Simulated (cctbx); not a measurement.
# Which space group?

Cell: a = 6.9940 Å, b = 6.9940 Å, c = 17.6100 Å, α = 90.00°, β = 90.00°, γ = 120.00°. Expected content of the cell: Eu6 Mo6 S18.

The data are simulated with cctbx, not measured: synchrotron X-rays, λ = 0.7749 Å, to d = 0.7 Å, 70 % of the full sphere, strongest reflection 20000 counts, noise from counting, a 4 % proportional error and a noise floor of 15 counts (s.d.); no absorption, some extinction.

Tests on the unmerged data give:

```text
6267 reflections to d = 0.700 A
centring   violations  <I/sigma> of those
    A        578 of  3112      3.0
    B        604 of  3172      3.0
    C        736 of  3168      3.4
    I        597 of  3129      3.0
    R          0 of  4198     -0.0
    F        959 of  4726      3.1
Laue class    unique    Rint  (classes that these axes allow; Friedel mates merged)
R -3 :H           506   0.036
R -3 m :H         311   0.039
space group    extra absences  I>4sigma  <I/sigma>
R 3 2 :H                0          0         -  acentric
R 3 m :H                0          0         -  acentric
R 3 c :H              206          0       0.1  acentric
R -3 m :H               0          0         -  centric
R -3 c :H             206          0       0.1  centric
Wilson B = 0.36 A^2   <|E^2-1|> = 1.093 (0.968 centric, 0.736 acentric)   E^2>4: 3.8 %
shell (A)         n   <I/sigma>
 5.87 - 1.40     47     22.8
 1.40 - 1.11     40     26.8
 1.11 - 0.97     40     24.7
 0.97 - 0.88     33     26.1
 0.88 - 0.82     41     26.4
 0.82 - 0.77     37     25.0
 0.77 - 0.73     40     18.0
 0.73 - 0.70     33     20.3
```

**Question.** What are the lattice type, the Laue class and the likely space group?

The reflections that R centring forbids are absent (⟨I/σ⟩ near 0), so the lattice is R.

Rint stays low (0.036 to 0.039) up to R -3 m :H, the highest class in these axes.

5 settings pass the absence test. The most absences obeyed, 206, belong to R 3 c and R -3 c, which absences can't tell apart.

⟨|E²−1|⟩ = 1.093 leans to a centrosymmetric structure. The Wilson B of 0.36 Å² means U ≈ 0.0046 Å².

The true group is R-3c (no. 167), Laue class -3m, centrosymmetric. The tables only narrow the choice to the tied entries; cell content, site symmetry and trial solutions must settle it.

The model was made for the exercise: a known structure type with other elements put in, its volume estimated, not relaxed; displacement parameters are assumed.

[Logs are printed without paths, hosts, clocks, repeated set-up lines and the standing remarks that a program may print on its own settings, such as how far it seeks lower states.]
